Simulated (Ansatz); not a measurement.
GeH6CI3N (CH3NH3GeI3), computed twice by G0W0.

The structure was built from a prototype and need not be the compound's stable phase.

```yaml
crystal:
  lattice:
    - [5.86683, 0.28830, 0.06627]
    - [0.28830, 5.93857, 0.09628]
    - [0.06627, 0.09628, 5.86725]
  atoms:
    - { symbol: C, position: [0.92692, 0.91465, 0.98312] }
    - { symbol: N, position: [0.07814, 0.09607, 0.00989] }
    - { symbol: H, position: [0.03352, 0.75406, 0.96200] }
    - { symbol: H, position: [0.18424, 0.11247, 0.86650] }
    - { symbol: H, position: [0.82205, 0.95459, 0.83171] }
    - { symbol: H, position: [0.98347, 0.25080, 0.03333] }
    - { symbol: H, position: [0.81622, 0.90438, 0.13584] }
    - { symbol: H, position: [0.18356, 0.06520, 0.15098] }
    - { symbol: Ge, position: [0.51835, 0.51675, 0.53166] }
    - { symbol: I, position: [0.51333, 0.47096, 0.00104] }
    - { symbol: I, position: [0.44601, 0.98341, 0.50189] }
    - { symbol: I, position: [0.98436, 0.47587, 0.49175] }
```

The structure was relaxed with PBEsol-D3(BJ). The runs that relaxed it are not among those shown. Spin-orbit coupling is left out unless a run names it. PAW set soft_2, made with PBE.

The first (Ansatz 0.2.0; start PBEsol, 4×4×4 mesh, 850 empty bands, screening to 150 eV; 1 × NVIDIA H100 80GB HBM3 (shared by 6 runs) with 3 threads of AMD EPYC 7R13 (Zen 3), shared host) gave, on its mesh: starting gap 0.88 eV, G0W0 gap 1.31 eV, RPA ε∞ (mean) 11.43, 6.7 min.

The second gave: starting gap 0.88 eV, G0W0 gap 1.14 eV, RPA ε∞ (mean) 11.45, 75 s.

Q: What was changed in the input? Choose among start, files, mesh, bands and cutoff, frequency model or another key.

Changed: empty bands from 850 to 215 and screening cutoff (eV) from 150.0 to 60. The starting gap stayed, which rules out the functional and points to the GW step. Other changes could give like numbers; this is the one that was made.

Limits: not at the basis limit; no spin-orbit coupling; coarse k mesh.

[Paths, hosts, dates, memory and timing lines, banners, echoed tables and standing remarks are left out of the program output.]

[Logs are printed without paths, hosts, clocks, repeated set-up lines and the standing remarks that a program may print on its own settings, such as how far it seeks lower states.]

[Runs of the session that timed out or met a known fault of the program may be left out.]

[Cells called generated may have been cut or substituted from an entry of the Crystallography Open Database or the Materials Project.]

[Hosts, paths, dates, database ids (printed as entryN), source tags and the programs' standing remarks are cut or masked in the printed files.]
